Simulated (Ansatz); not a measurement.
# Converging the field response of a NaH (001) film, part 3 of 3

Aim: a convergence study of the equivalent conductor thickness of a NaH (001) film, with the cost of each setting.

Ansatz 0.2.0; plane-wave DFT, PBE, Ansatz PAW (the session's first sound run).

So far, equivalent conductor thickness p/(ε₀AE) (Å): step 2 (run, setting first choice, PBE) 8.98; step 16 (run, box 27.8 Å (run 6), PBE) 8.97; step 17 (single point, box 27.8 Å (run 6), PBE) 8.99; step 18 (single point, box 27.8 Å (run 7), PBE) 8.98; step 19 (LDA) 9.24.

## 20. Run, box 27.8 Å (run 8)

This step: plane-wave DFT, r2SCAN, Ansatz PAW (Ansatz 0.2.0).

The input, input.yaml:

```yaml
crystal:
  lattice:
    - [3.45068109, 0.0, 0.0]
    - [0.0, 3.45068109, 0.0]
    - [0.0, 0.0, 27.76]
  atoms:
    - { symbol: Na, position: [0.5, 0.5, 0.3242074928] }
    - { symbol: H, position: [0.0, 0.0, 0.3242074928] }
    - { symbol: Na, position: [0.0, 0.0, 0.4121037464] }
    - { symbol: H, position: [0.5, 0.5, 0.4121037464] }
    - { symbol: Na, position: [0.5, 0.5, 0.5] }
    - { symbol: H, position: [0.0, 0.0, 0.5] }
    - { symbol: Na, position: [0.0, 0.0, 0.5878962536] }
    - { symbol: H, position: [0.5, 0.5, 0.5878962536] }
    - { symbol: Na, position: [0.5, 0.5, 0.6757925072] }
    - { symbol: H, position: [0.0, 0.0, 0.6757925072] }
kpoints:
  mp_grid: { grid: [8, 8, 1] }
hamiltonian:
  xc: r2scan
scf:
  occupations: { method: fixed }
  convergence: { dr2_threshold: 1.0e-10 }
efield:
  axis: 3
  dipole_correction: true
  ramp_position: 0.97
  ramp_width: 0.06
  amplitude: 0.1
output:
  write_potential: true
  write_density: true
  volumetric_format: npy
```

Command:

```sh
> ansatz run input.yaml --threads 2 --pin off --max-ram 3072MiB --backend cpu --events-out ev --progress --plain --runs-dir out
```

Numbers of over 12 decimals in the logs are rounded to 6 here.

The program printed:

```text
[...]
Crystal: 10 atoms, lattice volume = 330.544 Å³
Basis set: ecut = 500 eV, 8357 PW (Γ), exchange–correlation on 108×108×864 points (64 copies of the dense FFT grid, shifted against one another)
Bands: 35, of which v1, the nominal top of the filled ones, is band 25 counted from 1 (24 counted from 0)
Symmetry: 8 space group operations
k-points: 15 of 64
[...]
k-point 0: bands = [... 21 lower, -5.1843, -4.4537, -3.5976, -2.8205, 1.2549, 1.9261, 2.1604, 3.1086, ... 6 higher]
  k-point 1: bands = [... 21 lower, -5.0174, -4.3030, -3.4783, -2.7488, 1.4335, 2.1028, 2.3428, 3.2848, ... 6 higher]
  k-point 2: bands = [... 21 lower, -4.5422, -3.8896, -3.1857, -2.6274, 1.9229, 2.5614, 2.8684, 3.3843, ... 6 higher]
  k-point 14: bands = [... 21 lower, -2.4481, -2.3595, -2.3267, -2.0465, 2.9170, 2.9170, 3.4323, 3.4323, ... 6 higher]
[key lines of the parts left out:]
SCF converged after 11 iterations
Free energy (F): -7525.271099 eV
Fermi energy:    -2.046524 eV
Dipole field:    D = 0.031124 V/Å  (p = 0.056854 e·Å, saw-weighted, corrected)
```

It took 30 s on 2 threads of Arm Neoverse V1, shared host; peak memory 1 GiB; 59 s of CPU time.

The dipole corresponds to a conductor 8.640 Å thick, -3.79 % from the first choice, at 3.1 times its CPU time.

## 21. Run, box 27.8 Å (run 9)

This step: plane-wave DFT, PBE, norm-conserving (Ansatz 0.2.0).

input.yaml: that of step 20 with these lines changed.

```diff
@@ -19,3 +19,4 @@
 hamiltonian:
-  xc: r2scan
+  xc: pbe
+  pseudopotentials: { kind: nc }
 scf:
```

The program printed:

```text
[...]
Crystal: 10 atoms, lattice volume = 330.544 Å³
Basis set: ecut = 1197.300995 eV, 31073 PW (Γ)
Bands: 35, of which v1, the nominal top of the filled ones, is band 25 counted from 1 (24 counted from 0)
Symmetry: 8 space group operations
k-points: 15 of 64
[...]
k-point 0: bands = [... 21 lower, -4.9954, -4.2701, -3.4103, -2.6186, 0.9627, 1.5792, 2.0592, 2.9031, ... 6 higher]
  k-point 1: bands = [... 21 lower, -4.8296, -4.1190, -3.2881, -2.5430, 1.1344, 1.7456, 2.2434, 3.0577, ... 6 higher]
  k-point 2: bands = [... 21 lower, -4.3554, -3.7006, -2.9832, -2.4106, 1.5971, 2.1718, 2.7646, 3.0350, ... 6 higher]
  k-point 14: bands = [... 21 lower, -2.2250, -2.1282, -2.1069, -1.8430, 2.6152, 2.6152, 3.1032, 3.1032, ... 6 higher]
[key lines of the parts left out:]
SCF converged after 11 iterations
Free energy (F): -6300.701818 eV
Fermi energy:    -1.843025 eV
Dipole field:    D = 0.032389 V/Å  (p = 0.059164 e·Å, saw-weighted, corrected)
```

It took 44 s on 2 threads; peak memory 1.4 GiB; 87 s of CPU time.

The dipole corresponds to a conductor 8.991 Å thick, +0.11 % from the first choice, at 4.6 times its CPU time.

## 22. Run, box 27.8 Å (run 10)

This step: plane-wave DFT, PBE, JTH PAW (Ansatz 0.2.0).

input.yaml: that of step 21 with these lines changed.

```diff
@@ -20,3 +20,3 @@
   xc: pbe
-  pseudopotentials: { kind: nc }
+  pseudopotentials: { kind: paw, source: jth }
 scf:
```

The program printed:

```text
[...]
k-point 0: bands = [... 21 lower, -4.9484, -4.2219, -3.3577, -2.5578, 1.0113, 1.6287, 2.1072, 2.9513, ... 6 higher]
  k-point 1: bands = [... 21 lower, -4.7827, -4.0709, -3.2357, -2.4828, 1.1832, 1.7954, 2.2915, 3.1082, ... 6 higher]
  k-point 2: bands = [... 21 lower, -4.3085, -3.6528, -2.9316, -2.3526, 1.6464, 2.2229, 2.8135, 3.0963, ... 6 higher]
  k-point 14: bands = [... 21 lower, -2.1597, -2.0656, -2.0418, -1.7791, 2.6614, 2.6614, 3.1544, 3.1544, ... 6 higher]
[key lines of the parts left out:]
SCF converged after 11 iterations
Free energy (F): -7513.117819 eV
Fermi energy:    -1.779104 eV
Dipole field:    D = 0.032357 V/Å  (p = 0.059107 e·Å, saw-weighted, corrected)
```

It took 71 s on 2 threads; peak memory 2 GiB.

The dipole corresponds to a conductor 8.982 Å thick, +0.02 % from the first choice, at 7.4 times its CPU time.

## 23. Side by side

Times are for 2 threads of Arm Neoverse V1, shared host. The series side by side:

| no. | setting | equivalent conductor thickness p/(ε₀AE) (Å) | time | memory (GiB) |
| --- | --- | --- | --- | --- |
| 1 | first choice | 8.981 | 10 s | 0.49 |
| 2 | cutoff 250 eV | 8.992 | 5.2 s | 0.34 |
| 3 | cutoff 330 eV | 8.983 | 7.3 s | 0.43 |
| 4 | cutoff 600 eV | 8.981 | 18 s | 0.71 |
| 5 | mesh 1x1 | 9.364 | 0.92 s | 0.31 |
| 6 | mesh 2x2 | 9.140 | 1.6 s | 0.41 |
| 7 | mesh 4x4 | 8.991 | 3.7 s | 0.43 |
| 8 | mesh 16x16 | 8.981 | 29 s | 0.79 |
| 9 | vacuum 10 Å | 8.966 | 6.7 s | 0.42 |
| 10 | vacuum 14 Å | 8.981 | 8.1 s | 0.45 |
| 11 | vacuum 26 Å | 8.981 | 12 s | 0.58 |
| 12 | field 0.005 V/Å | 8.979 | 9.4 s | 0.50 |
| 13 | field 0.03 V/Å | 8.979 | 9.2 s | 0.50 |
| 14 | field 0.3 V/Å | 8.995 | 9.3 s | 0.50 |
| 15 | SCF threshold 1e-04 eV | 8.970 | 8.4 s | 0.49 |
| 16 | SCF threshold 1e-06 eV | 8.990 | 9.5 s | 0.49 |
| 17 | SCF threshold 1e-08 eV | 8.981 | 8.9 s | 0.49 |
| 18 | LDA, Ansatz PAW (420 eV) | 9.235 | 9.4 s | 0.49 |
| 19 | r2SCAN, Ansatz PAW (500 eV) | 8.640 | 30 s | 1.0 |
| 20 | PBE, norm-conserving (1197 eV) | 8.991 | 44 s | 1.4 |
| 21 | PBE, JTH PAW (1440 eV) | 8.982 | 71 s | 2.0 |

## 24. Outcome

| Quantity | Value |
| --- | --- |
| equivalent conductor thickness, first choice | 8.981 Å |
| equivalent conductor thickness, cutoff 600 eV | 8.981 Å |
| equivalent conductor thickness, mesh 1x1 | 9.364 Å |
| equivalent conductor thickness, mesh 2x2 | 9.140 Å |
| equivalent conductor thickness, vacuum 26 Å | 8.981 Å |
| equivalent conductor thickness, LDA, Ansatz PAW (420 eV) | 9.235 Å |
| equivalent conductor thickness, r2SCAN, Ansatz PAW (500 eV) | 8.640 Å |

The first choice gives 8.98 Å. Numerical settings off by more than 1 % against it: mesh 1x1 (+4.3 %) and mesh 2x2 (+1.8 %). The cheapest single change that stays within 0.5 % is mesh 4x4, at 36 % of the CPU time. Functionals and files move it by +2.8 % (LDA, Ansatz PAW (420 eV)), -3.8 % (r2SCAN, Ansatz PAW (500 eV)), +0.1 % (PBE, norm-conserving (1197 eV)) and under 0.1 % (PBE, JTH PAW (1440 eV)). The film is symmetric and its atoms are held, so the dipole is the electronic response to the field alone. Times of a few seconds on a shared host rank the settings only roughly. In 1 run of the series (vacuum 10 Å) the program warns that electrons reach the sawtooth's ramp, which makes dipole and work function less sure.

[Logs are printed without paths, hosts, clocks, repeated set-up lines and the standing remarks that a program may print on its own settings, such as how far it seeks lower states.]

[Hosts, paths, dates, database ids (printed as entryN), source tags and the programs' standing remarks are cut or masked in the printed files.]

[Maps of the electrostatic potential energy from Ansatz leave out the sawtooth potential of an applied field or a dipole correction, so their vacuum need not be flat; planar profiles and work functions include it.]
